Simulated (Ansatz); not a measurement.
# Electron scattering at the Σ11 (113) boundary in fcc Ni

Wanted: what the Σ11 (113) boundary in fcc Ni costs an interconnect.

Program: Ansatz 0.2.0. Level of theory: Ansatz plane-wave DFT, PBE, PAW files, collinear spin; relaxation of a bicrystal slab with its lowest layers held; PAW set soft_1, in the first sound run; inputs show where later runs differ. Results are calculated unless marked as measured.

Report form: the programs' logs are mostly left out.

## Step 1: The starting structure

The cell holds 18 atoms: 18 Ni. Its edges and angles: a = 2.492 Å, b = 4.316 Å, c = 29.113 Å, α = 90.0°, β = 90.0°, γ = 73.2°. It derives from Ni. built on the (1 1 3) plane; 1 overlapping atoms removed and the grains opened by 0.05 Å. Vacuum lies along c.

## Step 2: Relaxing the bicrystal

The boundary is built by mirroring the lower grain in the boundary plane and removing any atoms that overlap. A thin bicrystal slab is relaxed first, with the lowest layers held and the upper grain free to shift and open.

Input file input.yaml:

```yaml
crystal:
  lattice:
    - [2.4918442969, 0.0, 0.0]
    - [1.2459221485, 4.1322562844, 0.0]
    - [0.0, 0.0, 29.1129416311]
  atoms:
    - { symbol: Ni, position: [0.9090909092, 0.1818181818, 0.1717449258], spin: 1.0 }
    - { symbol: Ni, position: [0.6363636364, 0.7272727273, 0.2082416149], spin: 1.0 }
    - { symbol: Ni, position: [0.3636363637, 0.2727272727, 0.2447383039], spin: 1.0 }
    - { symbol: Ni, position: [0.0909090909, 0.8181818182, 0.281234993], spin: 1.0 }
    - { symbol: Ni, position: [0.8181818182, 0.3636363636, 0.317731682], spin: 1.0 }
    - { symbol: Ni, position: [0.5454545455, 0.9090909091, 0.3542283711], spin: 1.0 }
    - { symbol: Ni, position: [0.2727272727, 0.4545454545, 0.3907250601], spin: 1.0 }
    - { symbol: Ni, position: [0.0, 0.0, 0.4272217492], spin: 1.0 }
    - { symbol: Ni, position: [0.2727272727, 0.4545454545, 0.4654358875], spin: 1.0 }
    - { symbol: Ni, position: [0.5454545455, 0.9090909091, 0.5019325766], spin: 1.0 }
    - { symbol: Ni, position: [0.8181818182, 0.3636363636, 0.5384292656], spin: 1.0 }
    - { symbol: Ni, position: [0.0909090909, 0.8181818182, 0.5749259547], spin: 1.0 }
    - { symbol: Ni, position: [0.3636363637, 0.2727272727, 0.6114226438], spin: 1.0 }
    - { symbol: Ni, position: [0.6363636364, 0.7272727273, 0.6479193328], spin: 1.0 }
    - { symbol: Ni, position: [0.9090909092, 0.1818181818, 0.6844160219], spin: 1.0 }
    - { symbol: Ni, position: [0.1818181819, 0.6363636364, 0.7209127109], spin: 1.0 }
    - { symbol: Ni, position: [0.4545454546, 0.0909090909, 0.7574094], spin: 1.0 }
    - { symbol: Ni, position: [0.7272727274, 0.5454545455, 0.7939060891], spin: 1.0 }
magnetization:
  spin_polarized: true
kpoints:
  mp_grid: { grid: [10, 10, 1] }
hamiltonian:
  xc: pbe
  pseudopotentials: { kind: paw, azcp: { folder: soft_1 } }
scf:
  occupations: { method: fermi_dirac, width: 0.1 }
relax:
  f_tol: 0.03
  max_steps: 80
  constraints: [{ sites: [0, 1, 2] }]
```

The run is started by

```console
$ ansatz run input.yaml --threads 4 --pin off --max-ram 15360MiB --backend cpu --events-out ev --progress --plain --runs-dir out
```

It took 5.3 min on 4 threads of Intel Xeon 6975P-C (Granite Rapids), shared host; peak memory 3.3 GiB; 21 min of CPU time.

The steps of the relaxation:

| step | energy less that of the first step (eV) | largest force component (eV/Å) |
| --- | --- | --- |
| 1 | 0.0000 | 1.4996 |
| 2 | -0.0983 | 0.8790 |
| 3 | -0.1652 | 0.0797 |
| 4 | -0.1660 | 0.0043 |

Forces are held to the 2 operations that the run works with; a distortion that breaks them can't arise in this run.

The atoms that moved most (Å):

| atom | dx | dy | dz | length |
| --- | --- | --- | --- | --- |
| Ni9 | 0.000 | -0.002 | 0.125 | 0.125 |
| Ni17 | 0.000 | -0.025 | 0.106 | 0.109 |
| Ni11 | 0.000 | -0.006 | 0.090 | 0.090 |
| Ni13 | 0.000 | -0.005 | 0.080 | 0.081 |
| Ni15 | 0.000 | -0.005 | 0.077 | 0.077 |
| Ni18 | 0.000 | -0.031 | -0.061 | 0.068 |
| Ni14 | 0.000 | -0.002 | 0.063 | 0.064 |
| Ni12 | 0.000 | -0.002 | 0.063 | 0.063 |

The relaxed structure:

```cif
data_structure
_symmetry_space_group_name_H-M 'P 1'
_symmetry_Int_Tables_number 1
_cell_length_a 2.4918
_cell_length_b 4.3160
_cell_length_c 29.1129
_cell_angle_alpha 90.000
_cell_angle_beta 90.000
_cell_angle_gamma 73.221
_cell_volume 299.77
loop_
_atom_site_label
_atom_site_type_symbol
_atom_site_fract_x
_atom_site_fract_y
_atom_site_fract_z
_atom_site_occupancy
Ni1 Ni 0.90909 0.18182 0.17174 1
Ni2 Ni 0.63636 0.72727 0.20824 1
Ni3 Ni 0.36364 0.27273 0.24474 1
Ni4 Ni 0.09119 0.81763 0.28155 1
Ni5 Ni 0.81899 0.36202 0.31718 1
Ni6 Ni 0.54556 0.90887 0.35497 1
Ni7 Ni 0.27316 0.45368 0.38902 1
Ni8 Ni 0.00141 0.99718 0.42929 1
Ni9 Ni 0.27291 0.45418 0.46972 1
Ni10 Ni 0.54529 0.90942 0.50363 1
Ni11 Ni 0.81890 0.36220 0.54151 1
Ni12 Ni 0.09118 0.81763 0.57709 1
Ni13 Ni 0.36424 0.27153 0.61418 1
Ni14 Ni 0.63665 0.72671 0.65010 1
Ni15 Ni 0.90967 0.18065 0.68707 1
Ni16 Ni 0.18093 0.63815 0.72258 1
Ni17 Ni 0.45758 0.08484 0.76107 1
Ni18 Ni 0.73104 0.53792 0.79181 1
```

Numbers from this step:

* free energy: -105112.2232 eV
* energy at zero smearing: -105111.7226 eV
* Fermi energy: 10.16 eV
* magnetization: 11.86 μB
* absolute magnetization: 13.48 μB

The largest force component on a free atom ends at 0.0043 eV/Å, under the tolerance of 0.03, after 4 steps.

## Step 3: Transmission across the boundary

Bulk layers of each grain are laid under and over the relaxed boundary, and a lead is named in the middle of each, away from the free faces. The mesh across the current, 26×26, is finer than the density's, because channels open and close sharply across the zone. Energies from -0.1 to 0.1 eV in steps of 0.05 eV are too few for the program's thermal sum, so it prints no conductance; for a metal the transmission near the Fermi level serves, at a fraction of the cost.

This step: Ansatz plane-wave DFT, PBE, PAW files, collinear spin; ballistic transport by layer matching (Landauer), zero bias; boundary relaxed in a short slab, bulk layers laid on; PAW set soft_1 (Ansatz 0.2.0).

System of this step: Σ11 (113) boundary in fcc Ni. The cell holds 40 atoms: 40 Ni. Cell: a = 2.492 Å, b = 4.316 Å, c = 49.569 Å, α = 90.0°, β = 90.0°, γ = 73.2°. It derives from Ni. Regions: lower grain, 16 atoms (16 Ni); boundary, 11 atoms (11 Ni); upper grain, 13 atoms (13 Ni). Vacuum lies along c.

Input file input.yaml:

```yaml
crystal:
  lattice:
    - [2.4918442969, 0.0, 0.0]
    - [1.2459221485, 4.1322562844, 0.0]
    - [0.0, 0.0, 49.568867498]
  atoms:
    - { symbol: Ni, position: [5.7272727274, -11.4545454545, 0.0806958117], spin: 1.0 }
    - { symbol: Ni, position: [5.4545454547, -10.9090909091, 0.1021311608], spin: 1.0 }
    - { symbol: Ni, position: [5.181818182, -10.3636363636, 0.1235665099], spin: 1.0 }
    - { symbol: Ni, position: [4.9090909092, -9.8181818182, 0.145001859], spin: 1.0 }
    - { symbol: Ni, position: [4.6363636365, -9.2727272727, 0.1664372081], spin: 1.0 }
    - { symbol: Ni, position: [4.3636363638, -8.7272727273, 0.1878725571], spin: 1.0 }
    - { symbol: Ni, position: [4.090909091, -8.1818181818, 0.2093079062], spin: 1.0 }
    - { symbol: Ni, position: [3.8181818183, -7.6363636364, 0.2307432553], spin: 1.0 }
[... 28 atom lines left out ...]
    - { symbol: Ni, position: [4.0915083681, -8.183016736, 0.854998141], spin: 1.0 }
    - { symbol: Ni, position: [4.3642356408, -8.7284712814, 0.8764334901], spin: 1.0 }
    - { symbol: Ni, position: [4.6369629136, -9.2739258269, 0.8978688392], spin: 1.0 }
    - { symbol: Ni, position: [4.9096901863, -9.8193803723, 0.9193041883], spin: 1.0 }
magnetization:
  spin_polarized: true
kpoints:
  mp_grid: { grid: [11, 11, 1] }
hamiltonian:
  xc: pbe
  pseudopotentials: { kind: paw, azcp: { folder: soft_1 } }
scf:
  occupations: { method: fermi_dirac, width: 0.1 }
output:
  transmission:
    leads: [[9, 10], [32, 33]]
    kmesh: [26, 26]
    e_range: [-0.1, 0.1]
    de: 0.05
  write_potential: true
  write_density: true
  volumetric_format: npy
  elf: true
```

Run time: 22 min. Hardware: 4 threads; peak memory 10 GiB.

Numbers from this step:

```yaml
free_energy: -233586.7136 eV
energy_at_zero_smearing: -233585.6112 eV
fermi_energy: 14.64 eV
magnetization: 25.30 μB
absolute_magnetization: 28.91 μB
cell_area: 10.30 Å²
transmission_spin_up: 1.228
transmission_spin_down: 2.441
open_channels_spin_up: 1.300
open_channels_upper_lead_spin_up: 1.300
open_channels_spin_down: 3.571
open_channels_upper_lead_spin_down: 3.571
step_of_the_lead_s_potential: 5.6 meV
step_of_the_upper_lead_s_potential: 5.6 meV
```

Per spin. Transmission, zone mean against energy, zero at the Fermi level:

| energy (eV) | T up | T down |
| --- | --- | --- |
| -0.1000 | 1.18 | 2.18 |
| -0.0500 | 1.21 | 2.35 |
| 0.0000 | 1.23 | 2.44 |
| 0.0500 | 1.24 | 2.38 |
| 0.1000 | 1.26 | 2.32 |

Per spin. Table of open channels, zone mean by energy, zero at the Fermi level:

| energy (eV) | lead up | upper lead up | lead down | upper lead down |
| --- | --- | --- | --- | --- |
| -0.1000 | 1.26 | 1.26 | 3.30 | 3.30 |
| -0.0500 | 1.30 | 1.30 | 3.46 | 3.46 |
| 0.0000 | 1.30 | 1.30 | 3.57 | 3.57 |
| 0.0500 | 1.31 | 1.31 | 3.60 | 3.60 |
| 0.1000 | 1.34 | 1.34 | 3.70 | 3.70 |

Transmission over k1 and k2. At 0.0000 eV from the Fermi level, spin up.

Values, 12 rows by 16 columns, each cell a mean:
```
0.07 0.45 1.28 1.93 1.97 1.96 1.92 1.68 1.68 1.93 1.96 1.79 1.12 0.99 0.99 0.65
0.00 0.27 1.85 1.97 1.97 1.96 1.95 1.94 1.95 1.96 1.87 1.25 0.98 0.99 0.98 0.52
0.00 0.27 1.86 1.96 1.97 1.96 1.96 1.97 1.97 1.93 1.31 0.97 0.98 0.99 0.99 0.37
0.00 0.18 1.18 1.21 1.23 1.62 1.90 1.97 1.97 1.62 0.97 0.98 0.98 0.99 0.99 0.37
0.01 0.67 0.99 0.98 0.98 0.97 1.20 1.81 1.96 1.20 0.98 0.98 0.98 0.99 0.99 0.52
0.29 0.85 0.99 0.99 0.98 0.98 0.98 1.44 1.78 1.10 0.98 0.98 0.98 0.99 0.99 0.64
0.22 0.82 0.99 0.99 0.98 0.98 0.98 1.44 1.95 1.25 0.97 0.98 0.98 0.99 0.99 0.51
0.03 0.76 0.99 0.99 0.98 0.98 1.01 1.64 1.97 1.89 1.32 1.07 0.98 0.99 0.85 0.15
0.00 0.74 0.99 0.99 0.98 0.97 1.33 1.96 1.97 1.97 1.96 1.85 1.66 1.65 1.16 0.00
0.03 0.75 0.99 0.99 0.98 1.11 1.85 1.97 1.96 1.96 1.96 1.96 1.97 1.96 1.41 0.00
0.15 0.83 0.99 0.98 1.04 1.85 1.96 1.95 1.89 1.91 1.95 1.97 1.97 1.95 1.17 0.00
0.31 0.86 0.99 1.12 1.75 1.96 1.94 1.70 1.00 1.75 1.95 1.96 1.93 1.30 0.99 0.48
```
Columns: k1 (b1) from -0.5 to 0.462; rows upwards: k2 (b2) from -0.5 to 0.462.

Open channels over k1 and k2. At 0.0000 eV from the Fermi level, spin up.

Values, 12 rows by 16 columns, each cell a mean:
```
0.46 0.56 1.33 1.96 2.00 2.00 2.00 2.00 2.00 2.00 2.00 1.83 1.14 1.00 1.00 1.00
0.00 0.31 2.00 2.00 2.00 2.00 2.00 2.00 2.00 2.00 1.92 1.30 1.00 1.00 1.00 0.91
0.00 0.31 2.00 2.00 2.00 2.00 2.00 2.00 2.00 1.96 1.36 1.00 1.00 1.00 1.00 0.38
0.00 0.19 1.23 1.23 1.27 1.69 1.95 2.00 2.00 1.66 1.00 1.00 1.00 1.00 1.00 0.38
0.15 0.76 1.00 1.00 1.00 1.00 1.24 1.85 2.00 1.23 1.00 1.00 1.00 1.00 1.00 0.91
0.95 1.00 1.00 1.00 1.00 1.00 1.00 1.62 2.00 1.23 1.00 1.00 1.00 1.00 1.00 1.00
0.67 1.00 1.00 1.00 1.00 1.00 1.00 1.62 2.00 1.28 1.00 1.00 1.00 1.00 1.00 0.95
0.15 0.86 1.00 1.00 1.00 1.00 1.04 1.67 2.00 1.94 1.37 1.11 1.00 1.00 0.86 0.15
0.00 0.77 1.00 1.00 1.00 1.00 1.37 2.00 2.00 2.00 2.00 1.91 1.69 1.69 1.30 0.00
0.12 0.84 1.00 1.00 1.00 1.14 1.89 2.00 2.00 2.00 2.00 2.00 2.00 2.00 1.54 0.00
0.38 1.00 1.00 1.00 1.07 1.92 2.00 2.00 2.00 2.00 2.00 2.00 2.00 2.00 1.30 0.00
0.95 1.00 1.00 1.14 1.79 2.00 2.00 2.00 1.72 2.00 2.00 2.00 1.96 1.33 0.99 0.92
```
Columns: k1 (b1) from -0.5 to 0.462; rows upwards: k2 (b2) from -0.5 to 0.462.

Transmission over k1 and k2. At 0.0000 eV from the Fermi level, spin down.

Ten even steps from '0' (0.52) to '9' (4.47):
```
54474666665699955666644634
44467466665699956366545514
44477666665599855666456512
23367666665586655555456310
00267666666567765554455311
00267466635577766544443311
00377666665677765533313301
03464666655675444301113301
24474456556645443111113311
44474445555444433221113310
44465544454444432221113312
55356544333345542211345314
54156543013356533103456514
54135431122455433334456535
42133111222344444544455644
40133111223344445555444744
21133111113445466556544744
01033111034445765566664643
01033133355677765666667730
01133444456677755366647620
01135544555677656666667620
20136545555566855666667633
42156546665589955666667744
44155456636599965666647644
54364466665599965666664744
55474666665699965666664745
```
Columns: k1 (b1) from -0.5 to 0.462; rows upwards: k2 (b2) from -0.5 to 0.462.

Open channels over k1 and k2. At 0.0000 eV from the Fermi level, spin down.

Values, 12 rows by 16 columns, each cell a mean:
```
4.00 4.92 5.21 3.76 4.00 4.00 4.23 5.62 5.97 4.73 3.75 3.96 3.88 3.25 3.96 3.54
2.79 4.14 5.18 4.36 4.00 4.00 4.09 4.91 4.62 4.09 4.00 3.95 3.26 3.46 3.16 1.86
1.00 3.02 5.11 3.79 4.00 3.79 3.93 4.00 4.00 4.00 4.00 3.55 2.98 3.02 2.82 1.38
1.90 4.51 4.88 3.80 4.00 4.00 4.00 3.81 3.23 3.59 3.53 2.32 2.21 2.46 2.77 1.38
3.81 4.63 4.41 3.08 3.50 4.00 3.91 3.24 3.00 2.94 2.28 2.00 2.00 2.46 2.77 1.86
4.00 3.44 4.04 3.08 2.97 2.83 3.06 3.28 3.92 3.41 2.21 2.14 2.78 3.38 3.20 3.18
3.73 2.46 3.25 2.54 2.14 2.00 2.38 3.46 3.28 3.13 3.79 3.43 3.02 3.43 4.38 4.03
1.99 1.92 3.00 2.08 2.00 2.14 3.02 3.06 3.06 3.80 4.00 4.00 3.70 3.15 5.33 4.29
1.00 1.92 3.00 2.43 2.71 3.42 4.00 3.81 3.81 4.00 3.88 3.98 3.98 4.20 5.21 2.56
1.19 1.92 3.41 3.06 3.27 4.00 4.00 4.00 4.12 4.07 3.88 3.98 4.01 4.50 4.61 2.27
3.46 2.53 3.93 3.20 3.81 3.82 3.94 4.76 5.75 4.95 4.00 4.00 3.98 4.34 5.49 4.23
4.00 4.12 4.14 3.60 4.00 3.96 4.20 5.59 6.00 5.08 4.00 4.00 3.99 3.78 5.30 4.21
```
Columns: k1 (b1) from -0.5 to 0.462; rows upwards: k2 (b2) from -0.5 to 0.462.

Slowest decay crystal 1 over k1 and k2. At 0.0000 eV from the Fermi level, spin up.

Ten even steps from '_' (0.000) to '@' (0.282):
```
____________________________________________________
::**++______________________________________________
++##++______________________________________________
####++______________________________________________
%%%%++____________________________________________--
@@@@++____________________________________________++
@@%%++____________________________________________##
%%##++____________________________________________++
####++____________________________________________--
++**________________________________________________
::__________________________________________________
____________________________________________________
____________________________________________________
____________________________________________________
::__________________________________________________
++________________________________________________**
##--____________________________________________++##
%%++____________________________________________++##
@@##____________________________________________++%%
@@++____________________________________________++@@
%%--____________________________________________++%%
##______________________________________________++##
++______________________________________________++##
::______________________________________________++**
____________________________________________________
____________________________________________________
```
Columns: k1 (b1) from -0.5 to 0.462; rows upwards: k2 (b2) from -0.5 to 0.462.

Spin density in the ca plane at fractional y = 0.181, with atoms of Ni within 0.2 Å of it.

Ten even steps from '0' (0.0 e/Å³) to '9' (2.6 e/Å³), each cell a mean:
```
28400000000000000000000000000000493000000000
13200000000000000000000000000000241000000000
00000000000000000000000000000000000000000000
00000001000000000000000000010000000000000000
00000012000000000000000000021000000000000000
00000001000000000000000000010000000000000000
00000000000000000000000000000000000000000000
14200000000000000000000000000000241000000000
```
Columns run along c (16.0 Å, from fractional 0.68 to 1.00 of the cell), rows up along a (2.5 Å). Atoms in or near the plane, at fractional coordinates: Ni at (0.68, 0.91), Ni at (0.92, 0.91).

Valence density in the ca plane at fractional y = 0.181, with atoms of Ni within 0.2 Å of it. It is the smooth field of the valence electrons, not physical close to the nuclei.

Values in e/Å³, 5 rows by 16 columns, each cell a mean:
```
27  2  0  0  1  0  0  1  1  0  0  8 21  0  0  0
 4  1  1  0  0  0  0  0  0  1  1  1  3  0  0  0
 0  0  8  1  0  0  0  0  0  4  5  0  0  0  0  0
 1  0  4  1  0  0  0  0  0  2  3  0  1  0  0  0
12  1  1  0  1  0  0  1  0  0  0  4  9  0  0  0
```
Columns run along c (16.0 Å, from fractional 0.68 to 1.00 of the cell), rows up along a (2.5 Å). Atoms in or near the plane, at fractional coordinates: Ni at (0.68, 0.91), Ni at (0.92, 0.91).

Electrostatic potential energy in the ca plane at fractional y = 0.181, with atoms of Ni within 0.2 Å of it. With pseudopotentials it is smooth inside the atoms' cores, unlike the true potential.

Values in eV, 5 rows by 16 columns, each cell a mean:
```
11  4 14 15  0  9 17  3  5 15 14  4  6 15 19 19
-5  8 -2  9 10 13 16 11 12  4  2  4 -2 17 19 19
12 12 -2  3 16 14 14 15 16  0 -1 14 13 18 19 19
 3 11 -5  5 15 14 15 14 15  0 -2 10  6 17 19 19
 1  5  7 13  5 11 17  7  9 10  9  2  1 16 19 19
```
Columns run along c (16.0 Å, from fractional 0.68 to 1.00 of the cell; values clipped at the 3rd and 97th percentile), rows up along a (2.5 Å). Atoms in or near the plane, at fractional coordinates: Ni at (0.68, 0.91), Ni at (0.92, 0.91).

Nearest the Fermi level spin up passes 1.23 of 1.30 channels of the lower lead and spin down 2.44 of 3.57.

## Step 4: Specific resistance

This step: Ansatz plane-wave DFT, PBE, PAW files, collinear spin; ballistic transport by layer matching (Landauer), zero bias; specific resistance of the boundary; PAW set soft_1 (Ansatz 0.2.0).

This step gave:

```yaml
area_resistance: 0.09863 fΩ m²
t_over_the_leads_mean_channel_count: 0.7369
spin_asymmetry_gamma: 0.4868 (R down - R up) / (R down + R up)
```

Averaged over the energies near the Fermi level, 73.7 % of the channels pass, which makes 0.0986 fΩ m².

By hand, with means over the energies near the Fermi level: RA per spin = A (h/e²)(1/T − ½[1/N₁ + 1/N₂]); spin up: 10.30×10⁻²⁰ m² × 25 813 Ω × (1/1.223 − ½[1/1.303 + 1/1.303]) = 0.133 fΩ m²; spin down: 10.30×10⁻²⁰ m² × 25 813 Ω × (1/2.335 − ½[1/3.527 + 1/3.526]) = 0.384 fΩ m². The spins conduct in parallel, so 1/RA = 1/0.133 + 1/0.384 and RA = 0.0986 fΩ m²; γ = (0.384 − 0.133)/(0.384 + 0.133) = 0.49.

(Part 1 of 2 ends here.)

[Logs are printed without paths, hosts, clocks, repeated set-up lines and the standing remarks that a program may print on its own settings, such as how far it seeks lower states.]

[Hosts, paths, dates, database ids (printed as entryN), source tags and the programs' standing remarks are cut or masked in the printed files.]
